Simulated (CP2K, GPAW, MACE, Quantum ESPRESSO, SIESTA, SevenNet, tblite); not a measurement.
# Twisted graphene bilayer, 46.83° (76 atoms): other programs against plane waves

Aim: forces of twisted graphene bilayer, 46.83° (76 atoms) at one geometry, from other programs and methods, against plane-wave PBE.

Results are calculated, not measured.

## (1) The cell

The cell holds 76 atoms (76 C), with edges of 10.72, 10.72 and 17.43 Å. Recipe: graphene (a = 2.46 Å) under graphene (a = 2.46 Å), bilayer, commensurate cell of 19 unit cells a layer, twist 46.83 deg; facing planes 3.43 Å apart as built; 14 Å of vacuum; minimised with a classical potential. Then every atom was moved at random, 0.02 Å r.m.s. a Cartesian component.

## (2) The reference input

Quantum ESPRESSO 7.5: Kohn-Sham DFT, PBE, SSSP efficiency 1.3.0 pseudopotentials, plane waves. Its input, pw.in:

```
&control
  calculation = 'scf'
  pseudo_dir = './pseudo'
  outdir = './tmp'
  disk_io = 'none'
  tprnfor = .true.
/
&system
  ibrav = 0
  nat = 76
  ntyp = 1
  ecutwfc = 45
  ecutrho = 360
  nosym = .true.
  occupations = 'smearing'
  smearing = 'fd'
  degauss = 0.003675
/
&electrons
  conv_thr = 3.8e-07
  electron_maxstep = 100
  mixing_beta = 0.2
  mixing_mode = 'local-TF'
  diagonalization = 'david'
/
ATOMIC_SPECIES
C 12.011 C.upf
CELL_PARAMETERS angstrom
10.72290 0.00000 0.00000
-5.36145 9.28630 0.00000
0.00000 0.00000 17.43000
ATOMIC_POSITIONS crystal
C 0.17572 0.77312 0.40172
C 0.19245 0.65070 0.40308
C 0.28043 0.03334 0.40249
C 0.29546 0.91149 0.40378
[... 70 atom lines left out ...]
C 0.96392 0.71856 0.59782
C 0.98309 0.85878 0.59628
K_POINTS gamma
```

```console
$ OMP_NUM_THREADS=1 mpirun -np 4 pw.x -in pw.in > output.txt
```

Wall time 2.1 min (4 MPI ranks of Arm Neoverse V1, shared host); peak memory 3.5 GiB.

It converged with an r.m.s. force component of 1.2 eV/Å.

## (3) The other programs

- CP2K 2026.2: Gaussian basis with GTH pseudopotentials and a plane-wave density; labels give functional, basis (MOLOPT sets; SR short-range, UZH the newer set with its own potentials), grid cutoff/relative cutoff and solver (OT: orbital transformation; TRS4, TC2, SIGN: linear-scaling purification with its sparsity filter), or its built-in tight binding.
- GPAW 26.7.0: PAW with atomic orbitals (LCAO), plane waves or a real-space grid of spacing h.
- MACE: machine-learned potential, published weights.
- SIESTA 5.4.2: numerical atomic orbitals, whose automatically made sets are far from complete, with PseudoDojo norm-conserving potentials that we converted to its format (checked against plane waves on the same files for H, C, O, Si, Ge and Ca alone); labels give functional, basis size, energy shift and mesh cutoff.
- SevenNet: machine-learned potential, published weights.
- tblite 0.8.0: extended tight binding, driven from Python.

All use the same cell and atoms, and the electronic-structure runs the same k-mesh.

## (4) Side by side

Differences are against the reference: forces as r.m.s. over components, share as that over the reference's r.m.s. force, slope as the fitted ratio of a run's forces to the reference's.

| run | Δ force, r.m.s. (meV/Å) | share (%) | slope | cores | CPU time | memory (GiB) |
| --- | --- | --- | --- | --- | --- | --- |
| reference | - | - | - | 4 | 8.3 min | 3.5 |
| CP2K LDA, DZVP-MOLOPT-SR, 450/50 Ry, diagonalisation | 39.1 | 3.23 | 0.995 | 2 | 2.6 min | 3.5 |
| CP2K PBE, DZVP-UZH, 225/50 Ry, diagonalisation (coarse) | 29.6 | 2.45 | 1.015 | 2 | 3.4 min | 1.3 |
| CP2K PBE, DZVP-UZH, 450/30 Ry, diagonalisation (coarse) | 21.3 | 1.76 | 1.016 | 4 | 4 min | 4.7 |
| CP2K PBE, DZVP-UZH, 450/50 Ry, diagonalisation | 21.2 | 1.75 | 1.016 | 4 | 4.3 min | 4.7 |
| CP2K PBE, TZV2P-MOLOPT, 450/50 Ry, diagonalisation | 7.55 | 0.624 | 1.000 | 4 | 33 min | 5.0 |
| CP2K PBE, TZV2P-UZH, 450/50 Ry, diagonalisation | 6.31 | 0.521 | 1.000 | 4 | 13 min | 5.3 |
| GPAW PBE, LCAO dzp, h 0.16 Å | 94.4 | 7.80 | 1.065 | 1 | 1.9 min | 1.6 |
| GPAW PBE, LCAO dzp, h 0.2 Å | 91.1 | 7.53 | 1.063 | 1 | 77 s | 0.92 |
| GPAW PBE, LCAO dzp, h 0.2 Å, other mixer settings | 91.8 | 7.59 | 1.063 | 1 | 95 s | 0.83 |
| GPAW PBE, LCAO szp(dzp), h 0.2 Å (coarse) | 181 | 14.9 | 1.067 | 1 | 55 s | 0.89 |
| GPAW PBE, plane waves 450 eV | 4.71 | 0.389 | 1.002 | 2 | 4 min | 1.4 |
| MACE MP-0b3 medium potential | 229 | 18.9 | 0.816 | 1 | 8 s | 1.1 |
| MACE MPA-0 medium potential | 147 | 12.1 | 0.897 | 1 | 10 s | 1.0 |
| SIESTA LDA, DZP, shift 0.01 Ry, mesh 300 Ry | 159 | 13.1 | 1.106 | 2 | 2.2 min | 1.1 |
| SIESTA PBE, DZP, shift 0.01 Ry, mesh 300 Ry | 159 | 13.1 | 1.113 | 2 | 2.4 min | 1.1 |
| SevenNet 0 potential | 162 | 13.4 | 0.879 | 1 | 12 s | 0.85 |
| tblite GFN1-xTB | 95.1 | 7.86 | 0.949 | 1 | 1.3 s | 0.12 |
| tblite GFN2-xTB | 107 | 8.82 | 0.942 | 1 | 3.3 s | 0.12 |

Rows marked coarse were listed beforehand as settings not expected to be converged; some can still land near the reference.

Times of the machine-learned potentials are mostly Python's start and the loading of weights.

CPU time is summed over cores on shared hosts, so it is rough.

## (5) Findings

Forces lie from 0.39 % (GPAW PBE, plane waves 450 eV) to 19 % (MACE MP-0b3 medium potential) of the reference's r.m.s. force of 1.2 eV/Å away from it. Other PBE runs on plane waves or a grid: GPAW PBE, plane waves 450 eV 0.39 % of the r.m.s. force; the reference has errors of its own, so differences under a few per cent don't tell which side is nearer the exact PBE result. The PBE runs in local orbitals, coarse settings apart, differ by 0.52 % (CP2K PBE, TZV2P-UZH, 450/50 Ry, diagonalisation) to 13 % (SIESTA PBE, DZP, shift 0.01 Ry, mesh 300 Ry); basis, grid and potentials can all enter. Tight binding differs by 7.9 % (tblite GFN1-xTB) to 8.8 % (tblite GFN2-xTB); it is another model, with fitted parameters of its own, and the xTB methods hold dispersion.

Machine-learned potentials differ by 12 % (MACE MPA-0 medium potential) to 19 % (MACE MP-0b3 medium potential); they were trained on other programs' data. Among those trained on PBE data the slope goes as low as 0.82, which softening far from their training structures can give, though the reference's k-sampling is untested too. Rows with another functional or a dispersion term differ by 3.2 % (CP2K LDA, DZVP-MOLOPT-SR, 450/50 Ry, diagonalisation) to 13 % (SIESTA LDA, DZP, shift 0.01 Ry, mesh 300 Ry), which mixes the change of model with differences of basis and potentials. Runs with settings chosen to be coarse differ by 1.8 % (CP2K PBE, DZVP-UZH, 450/30 Ry, diagonalisation) to 15 % (GPAW PBE, LCAO szp(dzp), h 0.2 Å), their programs' other errors included. SIESTA PBE, DZP, shift 0.01 Ry, mesh 300 Ry stiffens the forces by a factor of 1.11 while following their directions (correlation 0.998); the slopes of the 2 SIESTA runs lie between 1.11 and 1.11. From CP2K PBE, DZVP-UZH, 225/50 Ry, diagonalisation to the finer CP2K PBE, DZVP-UZH, 450/50 Ry, diagonalisation the share falls from 2.4 to 1.8 %. From GPAW PBE, LCAO dzp, h 0.2 Å to the finer GPAW PBE, LCAO dzp, h 0.16 Å the share goes from 7.53 to 7.80 %, so the grid isn't what parts these runs from the reference.

**Limits.** Periodic xTB results under one method name differ between programs and library versions. Machine-learned potentials mimic data converged in k, so the reference's own k-point error enters their differences. The reference's PBE has no dispersion term, which matters for the binding between molecules or layers. One k-point is far too coarse for the carbon or group-IV sheet, and it can put spurious forces of up to about 1 eV/Å on the sheet's atoms. The electronic-structure runs sample only Γ, in a cell whose shortest periodic width is 9 Å. The slab repeats along its normal with no dipole correction. Where levels are smeared, the DFT runs use Fermi–Dirac occupations at 580 K (0.05 eV), and energies are free energies. The atoms were displaced at random, and shares hang on the size of the forces that this gives. The reference's cutoffs and mesh weren't converged further here.

[Logs are printed without paths, hosts, clocks, repeated set-up lines and the standing remarks that a program may print on its own settings, such as how far it seeks lower states.]

[Hosts, paths, dates, database ids (printed as entryN), source tags and the programs' standing remarks are cut or masked in the printed files.]

[Cells were taken only where this reference lay near another plane-wave run.]
